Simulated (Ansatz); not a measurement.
# AlRh (Pm-3m): phonons and vibrational spectra

Task: relax AlRh (Pm-3m), then find its harmonic phonons.

Calculated with Ansatz 0.2.0; DFT PBEsol, scalar-relativistic, plane waves, PAW; PAW set soft_1.

## 1. The structure

The structure is cubic, space group Pm-3m (No. 221). Conventional cell: a = 2.977 Å, b = 2.977 Å, c = 2.977 Å, α = 90.00°, β = 90.00°, γ = 90.00°. Nearest to Al lie 8 Rh at 2.58 Å. Nearest to Rh lie 8 Al at 2.58 Å. Farther neighbours are not listed.

Coordinates:

```cif
data_structure
_symmetry_space_group_name_H-M 'Pm-3m'
_symmetry_Int_Tables_number 221
_cell_length_a 2.9773
_cell_length_b 2.9773
_cell_length_c 2.9773
_cell_angle_alpha 90.000
_cell_angle_beta 90.000
_cell_angle_gamma 90.000
_cell_volume 26.39
loop_
_atom_site_label
_atom_site_type_symbol
_atom_site_symmetry_multiplicity
_atom_site_Wyckoff_symbol
_atom_site_fract_x
_atom_site_fract_y
_atom_site_fract_z
_atom_site_occupancy
Al1 Al 1 a 0.00000 0.00000 0.00000 1
Rh1 Rh 1 b 0.50000 0.50000 0.50000 1
```

## 2. Relaxation

The cell and atoms are relaxed, since residual forces and stress would shift the frequencies.

input.yaml

```yaml
crystal:
  lattice:
    - [2.97732247, 0.0, 0.0]
    - [0.0, 2.97732247, 0.0]
    - [0.0, 0.0, 2.97732247]
  atoms:
    - { symbol: Al, position: [0.0, 0.0, 0.0] }
    - { symbol: Rh, position: [0.5, 0.5, 0.5] }
kpoints:
  mp_grid: { grid: [14, 14, 14] }
hamiltonian:
  xc: pbesol
  pseudopotentials: { kind: paw, azcp: { folder: soft_1 }, xc_functional: pbe }
scf:
  occupations: { method: gaussian, width: 0.1 }
output:
  forces: true
  stress: true
  eigenvalues: true
  write_density: true
  write_potential: true
  elf: true
  volumetric_format: npy
relax:
  adjacent_minimum: "off"
  f_tol: 0.005
  max_steps: 80
  cell: { stress_tol: 0.05 }
```

The run is started by

```console
$ ansatz run input.yaml --threads 4 --pin off --max-ram 10240MiB --backend cpu --events-out ev --progress --plain --runs-dir out
```

Numbers of over 12 decimals in the logs are rounded to 6 here.

Output:

```text
Engine: ansatz 0.2.0, aarch64-unknown-linux-gnu
Pseudopotentials: kind: paw
Pseudopotential: Al, paw, valence charge 3, recommended cutoff 420 eV (normal), soft_1/Al.paw.azcp
Pseudopotential: Rh, paw, valence charge 17, recommended cutoff 420 eV (normal), soft_1/Rh.paw.azcp
Functional definition: PBEsol
  exchange = pbesol_x
  correlation = pbesol_c
Crystal: 2 atoms, lattice volume = 26.392 Å³
Basis set: ecut = 420 eV, 485 PW (Γ), exchange–correlation on 40×40×40 points (8 copies of the dense FFT grid, shifted against one another)
Bands: 14, of which v1, the nominal top of the filled ones, is band 10 counted from 1 (9 counted from 0)
Symmetry: 48 space group operations
Space group: Pm-3m (ITA 221), of the structure as read, at distance tolerance 3.0e-5 Å
k-points: 120 of 2744
Non-local potential: Al, projectors of the file, l = 0: 2, l = 1: 2, l = 2: 1
Non-local potential: Rh, projectors of the file, l = 0: 3, l = 1: 2, l = 2: 2, l = 3: 1
PAW form: soft (Blöchl's): semilocal exchange-correlation on the pseudo side does not see the compensation charge
PAW frozen core: Al, regenerated for the run's functional, and the local potential with it (the file was generated under x = pbe(κ = 0.804, μ = 0.219515), c = pbe(β = 0.066725))
PAW frozen core: Rh, regenerated for the run's functional, and the local potential with it (the file was generated under x = pbe(κ = 0.804, μ = 0.219515), c = pbe(β = 0.066725))
PAW one-centre angular grid: Al, 110 points (default); XC on 64 Gauss nodes
PAW one-centre angular grid: Rh, 590 points (default); XC on 64 Gauss nodes
Initial density: superposition of atomic densities (chi_scale 0.1, normalization cell, long waves kept (reshape's long-wave potential 0.00 eV rms))
Initial wavefunctions: pseudopotential atomic-orbital guess
Functional: x = pbesol(κ = 0.804, μ = 0.123457), c = pbesol(β = 0.046)
SCF iter   1: F=—  HF=-6866.440209 eV  |F-HF|=—  |Δ(HF+E_count)|=         —  Δρ=1.20e-1  dr2=4.15e0  ethr=3.10e-3  ⟨swp⟩=4.0  Hψ=7963  notcnv=0
preconditioner: auto → none  [metal: Δε(μ)=0.032 eV  Ē_g=9.056 eV  σ=0.100 eV  W_gap=0.18  n_scr=6 (ndim 8)  ℏωp=25.0 eV  f_vac=0.000  D(μ)=0.51/eV (n_scr^D=0)  sad-step TF]
SCF iter   2: F=—  HF=-6865.824289 eV  |F-HF|=—  |Δ(HF+E_count)|=   6.16e-1  Δρ=6.66e-2  dr2=1.39e0  ethr=3.10e-3  ⟨swp⟩=2.9  Hψ=3755  notcnv=0  defer=5
SCF iter   3: F=—  HF=-6865.521118 eV  |F-HF|=—  |Δ(HF+E_count)|=   3.03e-1  Δρ=5.67e-3  dr2=9.74e-3  ethr=3.10e-3  ⟨swp⟩=2.0  Hψ=2724  notcnv=0  defer=5
SCF iter   4: F=—  HF=-6865.519226 eV  |F-HF|=—  |Δ(HF+E_count)|=   1.89e-3  Δρ=6.44e-4  dr2=4.66e-5  ethr=4.87e-5  ⟨swp⟩=1.0  Hψ=2637  notcnv=0  defer=5
SCF iter   5: F=—  HF=-6865.519186 eV  |F-HF|=—  |Δ(HF+E_count)|=   4.01e-5  Δρ=7.12e-5  dr2=7.88e-7  ethr=2.33e-7  ⟨swp⟩=2.6  Hψ=2363  notcnv=0  defer=5
SCF iter   6: F=-6865.519186 eV  HF=-6865.519186 eV  |F-HF|=3.59e-9  |Δ(HF+E_count)|=   1.63e-7  Δρ=5.37e-6  dr2=4.27e-9  ethr=5.00e-10  ⟨swp⟩=8.3  Hψ=10895  notcnv=0
SCF 1 converged in 6 iterations: F = -6865.519186 eV  dr2 = 4.27e-9
  greatest PAW one-centre occupation: 0.999 electrons in one spin orbital (limit 2), on the Rh atom at site 1 (counted from 0), in its partial waves of l = 0
relax step   1: F+E_penalty+E_count = -6865.51918551 eV  Δ(F+E_penalty+E_count) = +0.000e0 eV  max|allowed force component| = 2.229e-29 eV/Å  Δτ_max = 0.0000 Å  P = -1.225 GPa  Ω = 26.392 Å³  (6 SCF iters, dr2 threshold 1.00e-7 eV, accepted)
Crystal: 2 atoms, lattice volume = 26.213 Å³
Initial density: handed on by an earlier stage of this run
Initial wavefunctions: those handed on with the density
iter 1 solved again at ethr=1.63e-6 eV; its pass at ethr=3.10e-3 eV (dr2=3.27e-4 eV) is discarded
SCF iter   1: F=—  HF=-6865.519935 eV  |F-HF|=—  |Δ(HF+E_count)|=         —  Δρ=9.94e-4  dr2=3.44e-4  ethr=1.63e-6  ⟨swp⟩=1.2  Hψ=8857  notcnv=0
preconditioner: auto → none  [insulator: Δε(μ)=0.135 eV  Ē_g=9.391 eV  σ=0.100 eV  W_gap=0.64  n_scr=6 (ndim 8)  ℏωp=25.1 eV  f_vac=0.000  D(μ)=0.26/eV (n_scr^D=0)  ε∞_Penn≈8.2]
SCF iter   2: F=—  HF=-6865.519867 eV  |F-HF|=—  |Δ(HF+E_count)|=   6.72e-5  Δρ=3.18e-4  dr2=2.81e-5  ethr=1.63e-6  ⟨swp⟩=2.0  Hψ=2194  notcnv=0
SCF iter   3: F=—  HF=-6865.519828 eV  |F-HF|=—  |Δ(HF+E_count)|=   3.90e-5  Δρ=6.32e-5  dr2=1.18e-6  ethr=1.41e-7  ⟨swp⟩=1.6  Hψ=1944  notcnv=0
iter 4 did not close the SCF: its close was put off for the readings that it lacked (scf_convergence_deferred on its scf_iter line)
SCF iter   4: F=-6865.519828 eV  HF=-6865.519828 eV  |F-HF|=9.84e-10  |Δ(HF+E_count)|=   2.69e-7  Δρ=8.04e-6  dr2=4.01e-9  ethr=5.88e-9  ⟨swp⟩=2.3  Hψ=2254  notcnv=0
iter 5 did not close the SCF: its close was put off for the readings that it lacked (scf_convergence_deferred on its scf_iter line)
SCF iter   5: F=-6865.519828 eV  HF=-6865.519828 eV  |F-HF|=2.91e-11  |Δ(HF+E_count)|=   1.85e-9  Δρ=5.26e-7  dr2=3.96e-11  ethr=2.01e-11  ⟨swp⟩=1.8  Hψ=2049  notcnv=0
SCF iter   6: F=-6865.519828 eV  HF=-6865.519828 eV  |F-HF|=1.82e-12  |Δ(HF+E_count)|=  7.28e-12  Δρ=3.85e-8  dr2=1.93e-13  ethr=1.00e-12  ⟨swp⟩=3.9  Hψ=6793  notcnv=0
SCF 2 converged in 6 iterations: F = -6865.519828 eV  dr2 = 1.93e-13
relax step   2: F+E_penalty+E_count = -6865.51982816 eV  Δ(F+E_penalty+E_count) = -6.426e-4 eV  max|allowed force component| = 1.989e-30 eV/Å  Δτ_max = 0.0000 Å  P = +0.209 GPa  Ω = 26.213 Å³  energy of the carried Pulay correction = +6.847e-5 eV  (6 SCF iters, dr2 threshold 2.00e-7 eV, accepted)
Crystal: 2 atoms, lattice volume = 26.239 Å³
iter 1 solved again at ethr=3.21e-8 eV; its pass at ethr=3.10e-3 eV (dr2=6.43e-6 eV) is discarded
SCF iter   1: F=—  HF=-6865.519867 eV  |F-HF|=—  |Δ(HF+E_count)|=         —  Δρ=1.42e-4  dr2=7.01e-6  ethr=3.21e-8  ⟨swp⟩=1.3  Hψ=8850  notcnv=0
preconditioner: auto → none  [insulator: Δε(μ)=0.135 eV  Ē_g=9.387 eV  σ=0.100 eV  W_gap=0.64  n_scr=6 (ndim 8)  ℏωp=25.1 eV  f_vac=0.000  D(μ)=0.26/eV (n_scr^D=0)  ε∞_Penn≈8.2]
SCF iter   2: F=—  HF=-6865.519835 eV  |F-HF|=—  |Δ(HF+E_count)|=   3.18e-5  Δρ=4.71e-5  dr2=6.29e-7  ethr=3.21e-8  ⟨swp⟩=2.0  Hψ=2202  notcnv=0
iter 3 did not close the SCF: its close was put off for the readings that it lacked (scf_convergence_deferred on its scf_iter line)
SCF iter   3: F=-6865.519835 eV  HF=-6865.519835 eV  |F-HF|=2.05e-8  |Δ(HF+E_count)|=   1.77e-7  Δρ=8.89e-6  dr2=2.42e-8  ethr=3.15e-9  ⟨swp⟩=1.5  Hψ=1925  notcnv=0
iter 4 did not close the SCF: its close was put off for the readings that it lacked (scf_convergence_deferred on its scf_iter line)
SCF iter   4: F=-6865.519835 eV  HF=-6865.519835 eV  |F-HF|=9.09e-12  |Δ(HF+E_count)|=   5.34e-9  Δρ=1.21e-6  dr2=9.97e-11  ethr=1.21e-10  ⟨swp⟩=2.3  Hψ=2231  notcnv=0
iter 5 did not close the SCF: its close was put off for the readings that it lacked (scf_convergence_deferred on its scf_iter line)
SCF iter   5: F=-6865.519835 eV  HF=-6865.519835 eV  |F-HF|=3.64e-12  |Δ(HF+E_count)|=  3.27e-11  Δρ=1.05e-7  dr2=3.04e-12  ethr=1.00e-12  ⟨swp⟩=1.5  Hψ=1834  notcnv=0
SCF iter   6: F=-6865.519835 eV  HF=-6865.519835 eV  |F-HF|=1.82e-12  |Δ(HF+E_count)|=  1.82e-12  Δρ=1.68e-8  dr2=6.11e-14  ethr=1.00e-12  ⟨swp⟩=3.0  Hψ=6005  notcnv=0
SCF 3 converged in 6 iterations: F = -6865.519835 eV  dr2 = 6.11e-14
relax step   3: F+E_penalty+E_count = -6865.51983496 eV  Δ(F+E_penalty+E_count) = -6.800e-6 eV  max|allowed force component| = 1.663e-29 eV/Å  Δτ_max = 0.0000 Å  P = -0.002 GPa  Ω = 26.239 Å³  energy of the carried Pulay correction = +5.852e-5 eV  (6 SCF iters, dr2 threshold 1.09e-7 eV, accepted)
Initial wavefunctions: pseudopotential atomic-orbital guess (no wavefunctions were taken with the density)
iter 1 solved again at ethr=1.92e-8 eV; its pass at ethr=3.10e-3 eV (dr2=3.83e-6 eV) is discarded
SCF iter   1: F=—  HF=-6865.519808 eV  |F-HF|=—  |Δ(HF+E_count)|=         —  Δρ=1.06e-5  dr2=4.54e-9  ethr=1.92e-8  ⟨swp⟩=3.0  Hψ=12804  notcnv=0
SCF iter   2: F=—  HF=-6865.519780 eV  |F-HF|=—  |Δ(HF+E_count)|=   2.81e-5  Δρ=4.55e-6  dr2=8.94e-10  ethr=2.27e-11  ⟨swp⟩=2.0  Hψ=2893  notcnv=0
SCF iter   3: F=—  HF=-6865.519780 eV  |F-HF|=—  |Δ(HF+E_count)|=   1.03e-9  Δρ=1.52e-6  dr2=7.24e-11  ethr=4.47e-12  ⟨swp⟩=2.1  Hψ=2892  notcnv=0
iter 4 did not close the SCF: its close was put off for the readings that it lacked (scf_convergence_deferred on its scf_iter line)
SCF iter   4: F=-6865.519780 eV  HF=-6865.519780 eV  |F-HF|=2.73e-12  |Δ(HF+E_count)|=  1.67e-10  Δρ=2.53e-7  dr2=5.10e-12  ethr=1.00e-12  ⟨swp⟩=1.0  Hψ=1680  notcnv=0
iter 5 did not close the SCF: its close was put off for the readings that it lacked (scf_convergence_deferred on its scf_iter line)
SCF iter   5: F=-6865.519780 eV  HF=-6865.519780 eV  |F-HF|=0.00e0  |Δ(HF+E_count)|=  2.73e-12  Δρ=3.59e-8  dr2=8.74e-14  ethr=1.00e-12  ⟨swp⟩=1.0  Hψ=1680  notcnv=0
iter 6 did not close the SCF: its close was put off for the readings that it lacked (scf_convergence_deferred on its scf_iter line)
SCF iter   6: F=-6865.519780 eV  HF=-6865.519780 eV  |F-HF|=9.09e-13  |Δ(HF+E_count)|=  9.09e-13  Δρ=2.27e-9  dr2=9.98e-16  ethr=1.00e-12  ⟨swp⟩=1.0  Hψ=1680  notcnv=0
iter 7 did not close the SCF: its close was put off for the readings that it lacked (scf_convergence_deferred on its scf_iter line)
SCF iter   7: F=-6865.519780 eV  HF=-6865.519780 eV  |F-HF|=9.09e-13  |Δ(HF+E_count)|=  9.09e-13  Δρ=4.81e-10  dr2=1.75e-17  ethr=1.00e-12  ⟨swp⟩=1.0  Hψ=1680  notcnv=0
SCF iter   8: F=-6865.519780 eV  HF=-6865.519780 eV  |F-HF|=0.00e0  |Δ(HF+E_count)|=    0.00e0  Δρ=1.23e-10  dr2=4.26e-18  ethr=1.00e-12  ⟨swp⟩=1.0  Hψ=3840  notcnv=0
SCF 4 converged in 8 iterations: F = -6865.519780 eV  dr2 = 4.26e-18
relax step   4: F+E_penalty+E_count = -6865.51978038 eV  Δ(F+E_penalty+E_count) = +5.458e-5 eV  max|allowed force component| = 8.809e-30 eV/Å  Δτ_max = 0.0000 Å  P = -0.002 GPa  Ω = 26.239 Å³  stress off target by 2.22e-3 GPa  SCF on the basis re-selected at this cell (its energy is not comparable with the rows above)  (8 SCF iters)
basis re-selected at this cell: Δ(F+E_penalty+E_count) = +5.458e-5 eV, ΔP = -0.000 GPa vs the last step (what re-selecting the basis moved, of the pressure what is left beyond the Pulay correction that the steps carried, after the strain that the cell walked since its last selection, with what the two solves' SCF thresholds leave and, on support functions, any second-order correction that the steps lacked; it is no m [...]
SCF converged after 8 iterations
Free energy (F): -6865.519780 eV
Harris-Foulkes:  -6865.519780 eV  (|F-HF|=0.00e0)
Internal energy: -6865.518461 eV  (E = F + TS)
E sigma→0 (E₀):  -6865.519121 eV
Entropy (-TS):   -0.001319 eV (-0.660 meV/atom)
Fermi energy:    17.127169 eV
--- Per-component energies (eV) ---
  E_band       = -144.838107
  E_kinetic    = 565.799094
  E_local      = -2072.635038  (includes V_loc(G=0)·N_el)
  E_nonlocal   = 310.811494
  E_hartree    = 815.303348
  E_xc         = -240.502134
  E_vxc        = -285.268637  (∫ρ·V_xc dr)
  E_paw        = -3997.782546  (= ΣΔE_a)
  E_vpaw       = -294.151516  (= ΣTr[D̂ρ^β])
  E_aug_tail   = -0.000200  (compensation charges beyond the density's cutoff)
  E_ewald      = -2246.807820
  E_core_change = 0.295340  (= ΣΔE_core)
  E_smearing   = -0.001319  (= −TS)
  E_closure    = 0.000000  (closes the sum)
  Σ components = -6865.519780   (vs F -6865.519780, Δ=0.00e0)
--- Forces (eV/Å), atoms counted from 1 ---
  atom   1  Al    -0.00000000     0.00000000     0.00000000
  atom   2  Rh    -0.00000000    -0.00000000    -0.00000000
  max |Σ_I F_I| component: 1.67e-29 eV/Å
--- Stress (GPa, compression-positive) ---
       -0.002221       0.000000       0.000000
        0.000000      -0.002221       0.000000
        0.000000       0.000000      -0.002221
  P = ⅓ Tr σ = -0.0022 GPa (-0.022 kbar)
--- Band table (eV; the first three rows and the last of 120) ---
  k-point 0: bands = [... 6 lower, 12.0804, 15.3982, 15.3982, 15.3982, 22.1751, 22.1751, 22.1751, 26.6869]
  k-point 1: bands = [... 6 lower, 12.1151, 15.2990, 15.2990, 15.4084, 21.6177, 22.3527, 22.3527, 26.5158]
  k-point 2: bands = [... 6 lower, 12.1996, 15.0406, 15.0406, 15.4373, 20.4600, 22.8468, 22.8468, 26.0565]
  k-point 119: bands = [... 6 lower, 11.1720, 16.6510, 16.6510, 18.9364, 19.9355, 19.9355, 19.9355, 23.8981]
--- Relaxed structure (3 steps of the walk, 3 accepted, 1 SCFs on fresh bases) ---
  F+E_penalty+E_count = -6865.51978038 eV   max|allowed force component| = 8.809e-30 eV/Å   (the final SCF, on the basis selected at the relaxed cell)
  cell:  # Å, volume = 26.2389 Å³
    - [2.971542, 0, 0]
    - [0, 2.971542, 0.0]
    - [0, 0.0, 2.971542]
  atoms:
    - { symbol: Al, position: [0, 0, 0] }
    - { symbol: Rh, position: [0.500000, 0.500000, 0.500000] }
```

It took 3 s on 4 threads of Arm Neoverse V1, shared host; peak memory 0.34 GiB.

The steps of the relaxation:

| step | energy less that of the first step (eV) | largest force component (eV/Å) | pressure (GPa) | volume (Å³) |
| --- | --- | --- | --- | --- |
| 1 | 0.0000 | 0.0000 | -1.23 | 26.39 |
| 2 | -0.0006 | 0.0000 | 0.21 | 26.21 |
| 3 | -0.0006 | 0.0000 | 0.00 | 26.24 |
| 4* | -0.0006 | 0.0000 | 0.00 | 26.24 |

Relaxation steps marked * repeat the geometry before them on a plane-wave basis chosen anew for their cell, so energy and pressure can jump there.

The run keeps the 48 symmetry operations that it works with, so distortions that break them were not tested.

| conventional cell, symmetrised | before | after | change |
| --- | --- | --- | --- |
| a (Å) | 2.977 | 2.972 | -0.2 % |
| b (Å) | 2.977 | 2.972 | -0.2 % |
| c (Å) | 2.977 | 2.972 | -0.2 % |
| volume (Å³/atom) | 13.20 | 13.12 | -0.6 % |

Final coordinates:

```cif
data_structure
_symmetry_space_group_name_H-M 'P 1'
_symmetry_Int_Tables_number 1
_cell_length_a 2.9715
_cell_length_b 2.9715
_cell_length_c 2.9715
_cell_angle_alpha 90.000
_cell_angle_beta 90.000
_cell_angle_gamma 90.000
_cell_volume 26.24
loop_
_atom_site_label
_atom_site_type_symbol
_atom_site_fract_x
_atom_site_fract_y
_atom_site_fract_z
_atom_site_occupancy
Al1 Al 0.00000 0.00000 0.00000 1
Rh2 Rh 0.50000 0.50000 0.50000 1
```

This step gave:

```yaml
pressure: -0.002221 GPa
volume_per_atom: 13.12 Å³
gap_on_the_k_mesh: 0 eV
```

Valence density in the ac plane at fractional y = 0.000, with atoms of Al within 0.2 Å of it. It is the smooth field of the valence electrons, not physical close to the nuclei.

Ten even steps from '0' (0.05 e/Å³) to '9' (0.29 e/Å³):
```
001367666676310
113577666677531
335677777777653
567788777788776
677788888888777
666778999987766
666778999987766
666778999987766
666778999987766
677788888888777
567788777788776
335677777777653
113577666677531
001367666676310
001356666665310
```
Columns run along a (3.0 Å), rows up along c (3.0 Å). Atoms in or near the plane, at fractional coordinates: Al at (0.00, 0.00).

Electrostatic potential energy in the ac plane at fractional y = 0.000, with atoms of Al within 0.2 Å of it. With pseudopotentials it is smooth inside the atoms' cores, unlike the true potential.

Ten even steps from '_' (-1 eV) to '@' (27 eV):
```
@@@@==____--++****++--____==@@
++==..__..==++****++==..__..==
..______--++********++--______
____..--++++********++++--..__
----==++++************++++==--
++++++********************++++
******************************
******************************
++++++********************++++
----==++++************++++==--
____..--++++********++++--..__
..______--++********++--______
++==..__..==++****++==..__..==
@@@@==____--++****++--____==@@
@@@@++..__--++****++--__..++@@
```
Columns run along a (3.0 Å; values clipped at the 3rd and 97th percentile), rows up along c (3.0 Å). Atoms in or near the plane, at fractional coordinates: Al at (0.00, 0.00).

ELF in the ac plane at fractional y = 0.000, with atoms of Al within 0.2 Å of it. It is the smooth field of the valence electrons, not physical close to the nuclei.

Ten even steps from '_' (0.00) to '@' (0.63):
```
::____..==************==..____
____..--**##********##**--..__
....--**####********####**--..
====**######**++++**######**==
****######**++++++++**######**
**********++++++++++++********
********++++++++++++++++******
********++++++++++++++++******
**********++++++++++++********
****######**++++++++**######**
====**######**++++**######**==
....--**####********####**--..
____..--**##********##**--..__
::____..==************==..____
@@::__..==************==..__::
```
Columns run along a (3.0 Å), rows up along c (3.0 Å). Atoms in or near the plane, at fractional coordinates: Al at (0.00, 0.00).

In this step the volume went from 13.20 to 13.12 Å³/atom.

## 3. Tight relaxation

Phonons need a cell at rest on their own settings, so the relaxation is repeated with tight tolerances on forces and stress on the k mesh and occupations of the first response run.

input.yaml

```yaml
crystal:
  lattice:
    - [2.9715415863, 0.0, 0.0]
    - [0.0, 2.9715415863, 0.0]
    - [0.0, 0.0, 2.9715415863]
  atoms:
    - { symbol: Al, position: [0.0, 0.0, 0.0] }
    - { symbol: Rh, position: [0.5, 0.5, 0.5] }
kpoints:
  mp_grid: { grid: [16, 16, 16] }
hamiltonian:
  xc: pbesol
  pseudopotentials: { kind: paw, azcp: { folder: soft_1 }, xc_functional: pbe }
scf:
  occupations: { method: methfessel_paxton, width: 0.2 }
output:
  forces: true
  stress: true
  eigenvalues: true
relax:
  adjacent_minimum: "off"
  f_tol: 0.001
  max_steps: 60
  cell: { stress_tol: 0.01 }
```

Output:

```text
[...]
Crystal: 2 atoms, lattice volume = 26.239 Å³
Basis set: ecut = 420 eV, 485 PW (Γ), exchange–correlation on 40×40×40 points (8 copies of the dense FFT grid, shifted against one another)
Bands: 14, of which v1, the nominal top of the filled ones, is band 10 counted from 1 (9 counted from 0)
Symmetry: 48 space group operations
[...]
k-points: 165 of 4096
[...]
k-point 164: bands = [... 6 lower, 11.1712, 16.6531, 16.6531, 18.9286, 19.9308, 19.9308, 19.9308, 23.8938]
--- Relaxed structure (2 steps of the walk, 2 accepted, 1 SCFs on fresh bases) ---
[...]
cell:  # Å, volume = 26.2455 Å³
    - [2.971792, 0, 0]
    - [0, 2.971792, 0.0]
    - [0, 0.0, 2.971792]
  atoms:
    - { symbol: Al, position: [0, 0, 0] }
    - { symbol: Rh, position: [0.5, 0.5, 0.5] }
[key lines of the parts left out:]
SCF converged after 5 iterations
Free energy (F): -6865.517421 eV
Fermi energy:    17.172563 eV
P = ⅓ Tr σ = -0.0072 GPa (-0.072 kbar)
```

Elapsed: 2.7 s, on 4 threads; peak memory 0.36 GiB; 9.4 s of CPU time.

Little changed from the start: no atom moved by 0.005 Å and no cell edge by 0.1 %.

This step gave:

```yaml
pressure: -0.007231 GPa
```

The forces vanish by symmetry and the pressure is -0.007 GPa, within the tolerances set. The cell now holds 13.12 Å³/atom.

(Part 1 of 2 ends here.)

[Logs are printed without paths, hosts, clocks, repeated set-up lines and the standing remarks that a program may print on its own settings, such as how far it seeks lower states.]

[Hosts, paths, dates, database ids (printed as entryN), source tags and the programs' standing remarks are cut or masked in the printed files.]
